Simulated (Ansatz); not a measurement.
**BN (Qingsongite): given cell or relaxed cell?**

Wanted: the change of the gap of BN (Qingsongite) on relaxing cell and ions.

Method: PBE, HSE06 and G0W0, plane waves, PAW, in Ansatz 0.2.0.

The raw output is cut from this account; settings, times and results stay.

### Step 1. Starting point

It takes space group F-43m (No. 216, cubic). The conventional cell has a = 3.615 Å, b = 3.615 Å, c = 3.615 Å, α = 90.00°, β = 90.00°, γ = 90.00°. Nearest to B lie 4 N at 1.57 Å. N has 4 B at 1.57 Å nearest. Farther neighbours, and contacts between anions beyond the nearest, are not listed.

The cell and positions come from the Crystallography Open Database and are kept as given unless a step says otherwise. The runs that relaxed it are not among those shown.

### Step 2. PBE bands at the given cell

The cheap functional maps the bands first; the places of the edges decide which points the dearer methods must see.

This step: DFT, PBE, plane waves, PAW; PAW set soft_1.

Input file input.yaml:

```yaml
crystal:
  lattice:
    - [0.0, 1.8075, 1.8075]
    - [1.8075, 0.0, 1.8075]
    - [1.8075, 1.8075, 0.0]
  atoms:
    - { symbol: B, position: [0.0, 0.0, 0.0] }
    - { symbol: "N", position: [0.25, 0.25, 0.25] }
kpoints:
  mp_grid: { grid: [10, 10, 10] }
  band_path:
    path:
      - [[0.0, 0.0, 0.0], [-0.5, -0.5, 0.0], [-0.375, -0.375, 0.25]]
      - [[-0.375, 0.0, 0.375], [0.0, 0.0, 0.0], [0.0, 0.0, 0.5], [-0.5, -0.25, 0.25], [-0.5, -0.5, 0.0]]
    npoints: 10
hamiltonian:
  xc: pbe
  pseudopotentials: { kind: paw, azcp: { folder: soft_1 } }
scf:
  occupations: { method: fermi_dirac, width: 0.02 }
  n_extra_bands: 4
output:
  eigenvalues: true
  write_density: true
  write_potential: true
  elf: true
  volumetric_format: npy
```

Launch:

```
$ ansatz run input.yaml --threads 3 --pin off --max-ram 92160MiB --backend cuda --events-out ev --progress --plain --runs-dir out --devices 1 --max-vram 13GiB
```

The job ended after 5.7 s (1 × NVIDIA H100 80GB HBM3 (shared by 6 runs) with 3 threads of AMD EPYC 7R13 (Zen 3), shared host; peak memory 0.86 GiB; 2.8 s of CPU time).

Numbers from this step:

* filled bands: 4
* gap: 4.467 eV
* valence top at: Γ
* conduction bottom at: X
* least direct gap: 8.825 eV

The gap is indirect, with the least direct gap 4.36 eV higher.

### Step 3. The relaxed cell

Cell and ions were relaxed with PBE-D3(BJ); that run is not shown. It left this cell:

It takes space group F-43m (No. 216, cubic). Conventional cell: a = 3.606 Å, b = 3.606 Å, c = 3.606 Å, α = 90.00°, β = 90.00°, γ = 90.00°. B has 4 N at 1.56 Å nearest. Nearest to N lie 4 B at 1.56 Å. Farther neighbours, and contacts between anions beyond the nearest, are not listed.

### Step 4. PBE at the relaxed cell

input.yaml, the sections that differ from step 2:

```yaml
crystal:
  lattice:
    - [0.0, 1.8029996702, 1.8029996702]
    - [1.8029996702, 0.0, 1.8029996702]
    - [1.8029996702, 1.8029996702, 0.0]
  atoms:
    - { symbol: B, position: [0.0, 0.0, 0.0] }
    - { symbol: "N", position: [0.25, 0.25, 0.25] }
output:
  eigenvalues: true
# kpoints, hamiltonian, scf: as in step 2
```

The job ended after 9.9 s (1 × NVIDIA H100 80GB HBM3 (shared by 6 runs) with 3 threads; peak memory 0.84 GiB).

Read from the output:

| Item | Value |
| --- | --- |
| gap | 4.475 eV |
| valence top at | Γ |
| conduction bottom at | X |
| least direct gap | 8.861 eV |

The gap is indirect, with the least direct gap 4.39 eV higher.

### Step 5. HSE06 at the relaxed cell

The screened hybrid is the usual rung above semilocal functionals: a quarter of exact exchange, cut off beyond a few ångström.

This step: DFT, HSE06, plane waves, PAW; PAW set soft_1.

input.yaml, the sections that differ from step 4:

```yaml
kpoints:
  mp_grid: { grid: [8, 8, 8] }
  band_path:
    path:
      - [0.0, 0.0, 0.0]
      - [-0.5, -0.5, 0.0]
      - [-0.375, -0.375, 0.25]
      - [-0.375, 0.0, 0.375]
      - [0.0, 0.0, 0.5]
      - [-0.5, -0.25, 0.25]
    npoints: 1
hamiltonian:
  xc: hse06
  pseudopotentials: { kind: paw, azcp: { folder: soft_1 } }
scf:
  occupations: { method: fixed }
  n_extra_bands: 4
# crystal, output: as in step 4
```

Elapsed: 17 s, on 1 × NVIDIA H100 80GB HBM3 (shared by 6 runs) with 3 threads; peak memory 1.1 GiB.

This step gave:

| Quantity | Value |
| --- | --- |
| gap | 5.794 eV |
| valence top at | Γ |
| conduction bottom at | X |
| least direct gap | 10.60 eV |

The gap stands +1.32 eV against PBE.

### Step 6. G0W0 at the relaxed cell

G0W0 replaces the xc potential by the self-energy, built once from these orbitals. Only a window of levels is corrected, while the sums run over the empty bands that the input names. This step takes PAW set soft_1 files.

This step: G0W0 on PBE, plane waves, PAW; PAW set soft_1.

Input file input.yaml:

```yaml
crystal:
  lattice:
    - [0.0, 1.8029996702, 1.8029996702]
    - [1.8029996702, 0.0, 1.8029996702]
    - [1.8029996702, 1.8029996702, 0.0]
  atoms:
    - { symbol: B, position: [0.0, 0.0, 0.0] }
    - { symbol: "N", position: [0.25, 0.25, 0.25] }
kpoints:
  mp_grid: { grid: [8, 8, 8] }
hamiltonian:
  xc: pbe
  pseudopotentials: { kind: paw, azcp: { folder: soft_1 } }
scf:
  occupations: { method: fixed }
gw:
  n_empty_bands: 34
  ecut_chi: 120
  qp_bands: [v2, c2]
  qp_kpoints: band_edges
  screening: { model: contour_deformation }
```

Wall time 18 s (1 × NVIDIA H100 80GB HBM3 (shared by 6 runs) with 3 threads); peak memory 0.96 GiB; 17 s of CPU time.

This step gave:

| Item | Value |
| --- | --- |
| bands summed | 38 |
| RPA ε∞ on this mesh (eigenvalues) | 4.463, 4.463, 4.463 |
| plane waves in the screening matrix | 27 |
| G0W0 gap on the mesh | 5.906 eV |
| k of the valence top | 0, 0, 0 |
| k of the conduction bottom | 0, -0.5, -0.5 |
| starting gap on the mesh | 4.474 eV |
| least direct G0W0 gap on the computed points | 10.93 eV |

The gap on the mesh goes from 4.47 eV to 5.91 eV, a correction of +1.43 eV. Between the two edge states, bare exchange in place of the xc potential would open the gap by 8.82 eV, and correlation takes back 7.39 eV.

### Step 7. G0W0 at the given cell

input.yaml, the sections that differ from step 6:

```yaml
crystal:
  lattice:
    - [0.0, 1.8075, 1.8075]
    - [1.8075, 0.0, 1.8075]
    - [1.8075, 1.8075, 0.0]
  atoms:
    - { symbol: B, position: [0.0, 0.0, 0.0] }
    - { symbol: "N", position: [0.25, 0.25, 0.25] }
gw:
  n_empty_bands: 35
  ecut_chi: 120
  qp_bands: [v2, c2]
  qp_kpoints: band_edges
  screening: { model: contour_deformation }
# kpoints, hamiltonian, scf: as in step 6
```

Wall time 21 s (1 × NVIDIA H100 80GB HBM3 (shared by 6 runs) with 3 threads); peak memory 0.96 GiB; 21 s of CPU time.

This step gave:

* bands summed: 39
* RPA ε∞ on this mesh (eigenvalues): 4.471, 4.471, 4.471
* plane waves in the screening matrix: 27
* G0W0 gap on the mesh: 5.895 eV
* k of the valence top: 0, 0, 0
* k of the conduction bottom: 0, -0.5, -0.5
* starting gap on the mesh: 4.466 eV
* least direct G0W0 gap on the computed points: 10.88 eV

The gap on the mesh goes from 4.47 eV to 5.90 eV, a correction of +1.43 eV. Between the two edge states, bare exchange in place of the xc potential would open the gap by 8.81 eV, and correlation takes back 7.38 eV.

### Step 8. Together

G0W0 rows are gaps on the mesh, lowered where the mesh misses an edge of the band path.

| level | given cell (eV) | relaxed cell (eV) | change (eV) |
| --- | --- | --- | --- |
| PBE | 4.47 | 4.47 | +0.01 |
| HSE06 | - | 5.79 | - |
| G0W0@PBE | 5.90 | 5.91 | +0.01 |

### Step 9. Results

* volume change: −0.7 %
* PBE, given cell: 4.47 eV
* PBE, relaxed cell: 4.47 eV
* HSE06, relaxed cell: 5.79 eV
* G0W0@PBE, relaxed cell: 5.91 eV
* G0W0@PBE, given cell: 5.90 eV
* known limits: short of the basis limit

Relaxation changes the volume by −0.7 % and the gap by +0.01 eV (PBE) and +0.01 eV (G0W0@PBE). Bands and cutoff are finite, so the gap stands short of the basis limit, usually by up to a few tenths of an eV; the mesh is an error of its own.

[Long decimals in the printed logs are rounded to 6 places.]

[Logs are printed without paths, hosts, clocks, repeated set-up lines and the standing remarks that a program may print on its own settings, such as how far it seeks lower states.]

[Paths, hosts, dates, memory and timing lines, banners, echoed tables and standing remarks are left out of the program output; an Ansatz launch command may be rebuilt from the run's recorded settings. Measured values are a selection of at most five: reports struck by readers or far from the other reports are left out. None is set beside runs whose start may be inverted or whose files or cutoffs have a known fault.]

[Runs of the session that timed out or met a known fault of the program may be left out.]

[Cells called generated may have been cut or substituted from an entry of the Crystallography Open Database or the Materials Project.]

[Hosts, paths, dates, database ids (printed as entryN), source tags and the programs' standing remarks are cut or masked in the printed files.]

[Where the starting crystal was built by hand or by swapping elements, it need not be the compound's stable phase.]
